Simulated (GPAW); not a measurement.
# Work function of a 8-layer slab of Ta(100) at several levels, part 2 of 2

How far do functional and basis move the work function of a 8-layer slab of Ta(100)?

GPAW 26.7.0; GPAW, PAW setups; slab in vacuum, relaxation (the session's first sound run).

So far, upper work function (eV): step 2 (relaxing the atoms, PBE, GPAW) 3.81; step 3 (the slab's potential, PBE, GPAW) 3.81; step 4 (self-consistent run: xc = "revPBE") 3.68; step 5 (self-consistent run: xc = "vdW-DF2", GPAW, PAW setups, GPAW) 4.21; step 6 (self-consistent run: xc = "RPBE") 3.67.

**7. OptPBE vdW: xc = "optPBE-vdW"**

The same geometry under optPBE-vdW, to see how far the functional moves the levels against the vacuum (the van der Waals functionals take revPBE setups).

The input, run.py:

```python
import json
import numpy as np
from ase import Atoms
from gpaw import GPAW, PW

slab = Atoms(
    ['Ta', 'Ta', 'Ta', 'Ta', 'Ta', 'Ta', 'Ta', 'Ta'],
    positions=[
        [1.65500, 1.65500, 7.00000],
        [0.00000, 0.00000, 8.65500],
        [1.65500, 1.65500, 10.31000],
        [0.00000, 0.00000, 11.96500],
        [1.65500, 1.65500, 13.61071],
        [-0.00000, -0.00000, 15.31492],
        [1.65500, 1.65500, 16.98202],
        [-0.00000, 0.00000, 18.44788]],
    cell=[[3.31, 0.0, 0.0], [0.0, 3.31, 0.0], [0.0, 0.0, 25.585]],
    pbc=[True, True, False])

slab.calc = GPAW(mode=PW(400), xc='optPBE-vdW', kpts={'size': (10, 10, 1), 'gamma': True},
                 occupations={'name': 'fermi-dirac', 'width': 0.1}, nbands='160%',
                 convergence={'density': 1e-05}, maxiter=200,
                 poissonsolver={'dipolelayer': 'xy'},
                 symmetry={'tolerance': 1e-3}, txt='slab.txt')
result = {}
energy = slab.get_potential_energy()
fermi = slab.calc.get_fermi_level()
v = slab.calc.get_electrostatic_potential().mean((0, 1)) - fermi
n = slab.calc.get_pseudo_density().mean((0, 1))
L = slab.cell[2, 2]
z = np.arange(len(v)) * L / len(v)
low, high = slab.positions[:, 2].min(), slab.positions[:, 2].max()
below, above = np.interp([low - 4.8, high + 4.8], z, v)
slopes = [np.interp(x, z, np.gradient(v, z)) for x in (low - 4.8, high + 4.8)]
eps = np.array([[slab.calc.get_eigenvalues(k, s) for k in range(len(slab.calc.get_ibz_k_points()))]
                for s in range(slab.calc.get_number_of_spins())]) - fermi
top, bottom = eps[eps < 0].max(), eps[eps > 0].min()
dipole = slab.get_dipole_moment()[2]
print(f'energy {energy:.4f} eV, Fermi level {fermi:.4f} eV, dipole {dipole:.5f} e A')
print(f'potential 4.8 A off the faces, from the Fermi level: lower {below:.4f} eV, upper {above:.4f} eV')
print(f'slope of the potential there: lower {slopes[0]:.5f}, upper {slopes[1]:.5f} eV/A')
print(f'nearest levels on the mesh: {top:.4f} and {bottom:.4f} eV')
print('magnetic moment', round(slab.get_magnetic_moment(), 3))
result.update(energy=energy, fermi=fermi, dipole=dipole, below=below, above=above, slopes=slopes, edges=[top, bottom],
              z=z.tolist(), v=v.tolist(), n=n.tolist(), positions=slab.positions.tolist(),
              forces=slab.get_forces(apply_constraint=False).tolist(), moments=slab.get_magnetic_moments().tolist())
json.dump(result, open('result.json', 'w'))
```

On the command line:

```
> OMP_NUM_THREADS=1 OPENBLAS_NUM_THREADS=1 python run.py
```

Wall time 3.5 min (1 thread of Intel Xeon 6975P-C (Granite Rapids), shared host); peak memory 0.53 GiB.

This step gave:

```
dipole along the normal                    : 0.009303 e·Å
levels nearest the Fermi level on the mesh : -0.05175, 0.02168 eV from the Fermi level
upper work function                        : 4.035 eV
lower work function                        : 4.191 eV
```

Electrostatic potential energy of an electron (without an applied field's), less the Fermi level, planar mean against z:

z (Å), electrostatic potential energy of an electron (without an applied field's), less the Fermi level, planar mean (eV) and a bar from the least value:
```
      0.0        4.1 ##############################
      0.5        4.2 ##############################
      1.0        4.2 ##############################
      1.5        4.2 ##############################
      2.0        4.2 ##############################
      2.5        4.2 ##############################
      3.0        4.2 ##############################
      3.5        4.2 ##############################
      4.0        4.1 ##############################
      4.5        3.9 ##############################
      5.0        3.5 #############################
      5.5        2.3 ###########################
      6.0       -0.8 #######################
      6.5       -9.0 ############
      7.0      -17.5 
      7.5      -10.3 ##########
      8.0       -7.7 #############
      8.5      -16.1 ##
      9.0      -13.0 ######
      9.5       -6.9 ###############
     10.0      -13.6 #####
     10.5      -15.6 ###
     11.0       -7.4 ##############
     11.5      -10.5 ##########
     12.0      -16.9 #
     12.5       -9.4 ###########
     13.0       -8.3 #############
     13.5      -16.5 #
     14.0      -11.8 ########
     14.5       -6.2 ################
     15.0      -13.4 ######
     15.5      -15.7 ##
     16.0       -7.5 ##############
     16.5      -10.2 ##########
     17.0      -17.3 
     17.5      -11.2 #########
     18.0      -12.5 #######
     18.5      -17.4 
     19.0       -7.7 #############
     19.5       -0.2 ########################
     20.0        2.4 ############################
     20.5        3.4 #############################
     21.0        3.8 #############################
     21.5        3.9 ##############################
     22.0        4.0 ##############################
     22.5        4.0 ##############################
     23.0        4.0 ##############################
     23.5        4.0 ##############################
     24.0        4.0 ##############################
     24.5        4.0 ##############################
     25.0        4.0 ##############################
```

The upper face's work function is 4.035 eV, against 3.810 eV in the first plane-wave PBE run at this geometry.

**8. Self-consistent run: xc = "LDA"**

The same geometry under LDA, to see how far the functional moves the levels against the vacuum.

Edit run.py of step 7 so:

```diff
@@ -19,3 +19,3 @@
 
-slab.calc = GPAW(mode=PW(400), xc='optPBE-vdW', kpts={'size': (10, 10, 1), 'gamma': True},
+slab.calc = GPAW(mode=PW(400), xc='LDA', kpts={'size': (10, 10, 1), 'gamma': True},
                  occupations={'name': 'fermi-dirac', 'width': 0.1}, nbands='160%',
```

Wall time 2.7 min (1 thread); peak memory 0.37 GiB.

Numbers from this step:

```
dipole along the normal                    : 0.009494 e·Å
levels nearest the Fermi level on the mesh : -0.008461, 0.02440 eV from the Fermi level
upper work function                        : 4.065 eV
lower work function                        : 4.223 eV
```

The electrostatic potential energy of an electron (without an applied field's), less the Fermi level, planar mean oscillates, so the rows of the table below give means over windows of 1.65 Å about each position, cut where the curve ends. Its maxima inside the range that stand out by 2 % of the span (Å: eV): 7.9: -6.58, 9.5: -6.48, 11.1: -6.49, 12.8: -6.47, 14.5: -5.81, 16.2: -6.41, 17.7: -9.43. Its minima: 7.0: -17.3, 8.6: -16.9, 10.3: -16.8, 11.9: -16.7, 13.6: -16.7, 15.4: -16.8, 17.0: -17.0, 18.4: -17.5.

Table of electrostatic potential energy of an electron (without an applied field's), less the Fermi level, planar mean by z; means over each step:

z (Å), electrostatic potential energy of an electron (without an applied field's), less the Fermi level, planar mean (eV) and a bar from the least value:
```
     0.82        4.2 ##############################
     2.47        4.2 ##############################
     4.12        4.1 ##############################
     5.77       -0.4 ######################
     7.42      -11.7 ##
     9.07      -11.5 ###
    10.72      -11.4 ###
    12.37      -11.4 ###
    14.02      -11.0 ###
    15.67      -11.4 ###
    17.32      -13.0 
    18.97       -8.2 ########
    20.62        3.5 #############################
    22.27        4.0 ##############################
    23.92        4.1 ##############################
```

The upper face's work function is 4.065 eV, against 3.810 eV in the first plane-wave PBE run at this geometry.

**9. Real-space grid: mode = "fd"**

A real-space grid is a second complete basis, so it checks the plane-wave result.

Edit run.py of step 8 so:

```diff
@@ -3,3 +3,3 @@
 from ase import Atoms
-from gpaw import GPAW, PW
+from gpaw import GPAW
 
@@ -19,3 +19,3 @@
 
-slab.calc = GPAW(mode=PW(400), xc='LDA', kpts={'size': (10, 10, 1), 'gamma': True},
+slab.calc = GPAW(mode='fd', h=0.18, xc='PBE', kpts={'size': (10, 10, 1), 'gamma': True},
                  occupations={'name': 'fermi-dirac', 'width': 0.1}, nbands='160%',
```

Elapsed: 28 min, on 1 thread; peak memory 2.5 GiB.

Numbers from this step:

```
dipole along the normal                    : 0.01091 e·Å
levels nearest the Fermi level on the mesh : -0.01565, 0.005228 eV from the Fermi level
upper work function                        : 3.809 eV
lower work function                        : 3.989 eV
```

The electrostatic potential energy of an electron (without an applied field's), less the Fermi level, planar mean oscillates, so the rows of the table below give means over windows of 1.69 Å about each position, cut where the curve ends. Its maxima inside the range that stand out by 2 % of the span (Å: eV): 7.8: -6.90, 9.5: -6.87, 11.1: -6.81, 12.8: -6.85, 14.5: -6.15, 16.2: -6.71, 17.7: -9.84. Its minima: 7.0: -17.6, 8.6: -17.2, 10.3: -17.2, 12.0: -17.0, 13.6: -17.1, 15.3: -17.1, 17.0: -17.4, 18.4: -17.7.

The electrostatic potential energy of an electron (without an applied field's), less the Fermi level, planar mean by z; means over each step:

```
z (Å)  electrostatic potential energy of an electron (without an applied field's), less the Fermi level, planar mean (eV)
 0.84                                                                                                                3.99
 2.54                                                                                                                3.98
 4.23                                                                                                                3.79
 5.92                                                                                                               -2.17
 7.61                                                                                                               -12.1
 9.30                                                                                                               -11.9
10.99                                                                                                               -11.8
12.68                                                                                                               -11.9
14.37                                                                                                               -11.3
16.05                                                                                                               -11.8
17.75                                                                                                               -14.2
19.44                                                                                                               -3.22
21.12                                                                                                                3.58
22.82                                                                                                                3.80
24.51                                                                                                                3.81
```

The upper face's work function is 3.809 eV, against 3.810 eV in the first plane-wave PBE run at this geometry.

**10. Atomic orbitals: mode = "lcao"**

Atom-centred orbitals end a few angstrom from the surface, which tests how much the density's tail matters.

Edit run.py of step 9 so:

```diff
@@ -19,4 +19,4 @@
 
-slab.calc = GPAW(mode='fd', h=0.18, xc='PBE', kpts={'size': (10, 10, 1), 'gamma': True},
-                 occupations={'name': 'fermi-dirac', 'width': 0.1}, nbands='160%',
+slab.calc = GPAW(mode='lcao', basis='dzp', h=0.18, xc='PBE', kpts={'size': (10, 10, 1), 'gamma': True},
+                 occupations={'name': 'fermi-dirac', 'width': 0.1}, nbands='120%',
                  convergence={'density': 1e-05}, maxiter=200,
```

It took 49 min on 1 thread; peak memory 0.77 GiB.

This step gave:

```yaml
dipole_along_the_normal: 0.01151 e·Å
levels_nearest_the_fermi_level_on_the_mesh: -0.003764, 0.005652 eV from the Fermi level
upper_work_function: 3.781 eV
lower_work_function: 3.971 eV
```

The upper face's work function is 3.781 eV, against 3.810 eV in the first plane-wave PBE run at this geometry.

**11. Cost and result by level**

Times are for 1 thread of Intel Xeon 6975P-C (Granite Rapids), shared host. Results by setting:

```
no.         run  upper work function (eV)  lower work function (eV)     time  memory (GiB)
  1          pw                     3.810                     3.990  2.9 min          0.36
  2      revPBE                     3.684                     3.877  2.8 min          0.36
  3     vdW DF2                     4.206                     4.337  3.6 min          0.52
  4        RPBE                     3.668                     3.861    3 min          0.36
  5  optPBE vdW                     4.035                     4.191  3.5 min          0.53
  6         LDA                     4.065                     4.223  2.7 min          0.37
  7          fd                     3.809                     3.989   28 min           2.5
  8        lcao                     3.781                     3.971   49 min          0.77
```

**12. Side by side**

Results and costs are gathered.

This step: comparison of work functions, dipole and cost (GPAW 26.7.0).

Ladder, by row:

```
      step  code  work function, upper (eV)  work function, lower (eV)  dipole (e Å)  wall time (s)  peak memory (GiB)  threads
        pw  GPAW                       3.81                       3.99        0.0108          171.3               0.36        1
    revPBE  GPAW                      3.684                      3.877       0.01153          170.8               0.36        1
   vdW-DF2  GPAW                      4.206                      4.337      0.007852          218.1               0.52        1
      RPBE  GPAW                      3.668                      3.861       0.01158          179.5               0.36        1
optPBE-vdW  GPAW                      4.035                      4.191      0.009303          211.8               0.53        1
       LDA  GPAW                      4.065                      4.223      0.009494            161               0.37        1
        fd  GPAW                      3.809                      3.989       0.01091           1663               2.46        1
      lcao  GPAW                      3.781                      3.971        0.0115           2930               0.77        1
```

**13. A changed run**

One more run, with changed settings.

This step: GPAW, PAW setups; slab in vacuum (GPAW 26.7.0).

Edit run.py of step 10 so:

```diff
@@ -19,5 +19,5 @@
 
-slab.calc = GPAW(mode='lcao', basis='dzp', h=0.18, xc='PBE', kpts={'size': (10, 10, 1), 'gamma': True},
-                 occupations={'name': 'fermi-dirac', 'width': 0.1}, nbands='120%',
-                 convergence={'density': 1e-05}, maxiter=200,
+slab.calc = GPAW(mode='fd', h=0.4, xc='PBE', kpts={'size': (10, 10, 1), 'gamma': True},
+                 occupations={'name': 'fermi-dirac', 'width': 0.1}, nbands='160%',
+                 convergence={'density': 1e-05}, maxiter=50,
                  poissonsolver={'dipolelayer': 'xy'},
```

Run time: 2.2 min. Hardware: 1 thread; peak memory 0.29 GiB.

The run finished. A setting was moved off its sound value on purpose, so it serves as a test and not as the result.

The fault put into the input: a grid far too coarse (mode = "fd" and h = 0.4).

Side by side:

```
                     quantity  this run  sound run  difference
dipole along the normal (e·Å)  0.012460   0.010804     0.00166
     upper work function (eV)    3.7927     3.8097     -0.0170
     lower work function (eV)    3.9986     3.9901     0.00852
```

**14. Summary of results**

| Property | Result |
| --- | --- |
| work function, upper and lower face | 3.810 and 3.990 eV |
| dipole along the normal | 0.0108 e Å |

**Reading.** With plane waves and PBE the work function is 3.81 eV on the upper face and 3.99 eV on the lower. The two faces differ by 0.18 eV, the step that the slab's dipole makes (e p/(ε0 A) gives 0.18 eV), so the dipole layer is needed. The lowest atoms were held at bulk positions, which alone makes the faces unlike. The measured value for this face is 4.1 eV (as compiled in "Anisotropic work function of elemental crystals", 2019, arxiv:1902.07811); the relaxed upper face lies 0.29 eV under it with PBE, and LDA comes nearest (4.06 eV). Measured work functions scatter by a tenth of an eV or more between methods. Over the sound runs of the table the upper face's work function spans 3.668 (RPBE) to 4.206 eV (vdW-DF2). The in-plane lattice was kept as typed, which isn't the functional's own and leaves some strain; spin-orbit coupling and temperature are left out.

[Logs are printed without paths, hosts, clocks, repeated set-up lines and the standing remarks that a program may print on its own settings, such as how far it seeks lower states.]

[Hosts, paths, dates, database ids (printed as entryN), source tags and the programs' standing remarks are cut or masked in the printed files.]
